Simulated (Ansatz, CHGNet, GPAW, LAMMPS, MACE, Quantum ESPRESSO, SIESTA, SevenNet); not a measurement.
## Liquid 50SiO2-23Al2O3-12ZnO-12Li2O-4CoO (mol %) at 3000 K (86 atoms): runs against a plane-wave reference

Density of this cell: 2.42 g/cm³. The cell holds 86 atoms: 13 Si, 12 Al, 3 Zn, 6 Li, 1 Co and 51 O. Its edges and angles: a = 10.730 Å, b = 10.730 Å, c = 10.730 Å, α = 90.0°, β = 90.0°, γ = 90.0°. 86 atoms (13 Si, 12 Al, 3 Zn, 6 Li, 1 Co, 51 O) placed at random at 2.77 g/cm³, melted at 4000 K for 10 ps at fixed volume with the Morse and Coulomb pair potential with partial charges (Pedone, Malavasi, Menziani, Cormack and Segre, J. Phys. Chem. B 110, 11780 (2006)). Snapshot at the end of a hold of 10 ps at 3000 K and zero pressure.

Geometry: as built.

The reference, a calculation:

* method: Kohn-Sham DFT, PBE, PAW, plane waves (Ansatz 0.2.0); cutoff 420 eV, Γ point, fermi-dirac smearing of 0.05 eV, spin polarised, started with a moment on one atom, ending at -3.3 μB in the cell; PAW set soft_2
* r.m.s. force component: 3.44 eV/Å
* longest force: 18.08 eV/Å
* pressure: 4.078 GPa
* SCF cycles: 33
* time: 70 s on 4 threads of Arm Neoverse V1, shared host
* CPU time: 4.5 min

Runs, in no order:
A. SevenNet l3i5 potential: machine-learned interatomic potential SevenNet l3i5, trained on PBE(+U) plane-wave data
B. QE PBE, sssp-1.3.0-efficiency, 60/480 Ry: Kohn-Sham DFT, PBE, SSSP efficiency 1.3.0 pseudopotentials, plane waves
C. CHGNet r2SCAN potential: machine-learned interatomic potential CHGNet r2SCAN, trained on r2SCAN plane-wave data

**Question.** Rank the runs by how far their forces lie from the reference's, least first.

B, A, C.

| run | Δ force, r.m.s. (meV/Å) | share of r.m.s. force (%) | CPU time |
| --- | --- | --- | --- |
| B. QE PBE, sssp-1.3.0-efficiency, 60/480 Ry | 105 | 3.04 | 64 min |
| A. SevenNet l3i5 potential | 172 | 4.99 | 12 s |
| C. CHGNet r2SCAN potential | 450 | 13.1 | 5.2 s |

Machine-learned potentials mimic data converged in k, so the reference's own k-point error enters their differences. The network of bonds at the start is that of the classical potential that made the cell, and needn't be the one that DFT or experiment would give. The run was spin polarised, started with a moment on one atom, ending at -3.3 μB in the cell; that starting order needn't be the real material's, and it bears on forces, charges and levels. The electronic-structure runs sample only Γ, in a cell whose shortest periodic width is 11 Å, which is coarse for a cell with partly filled levels.

[Hosts, paths, dates, database ids (printed as entryN), source tags and the programs' standing remarks are cut or masked in the printed files.]
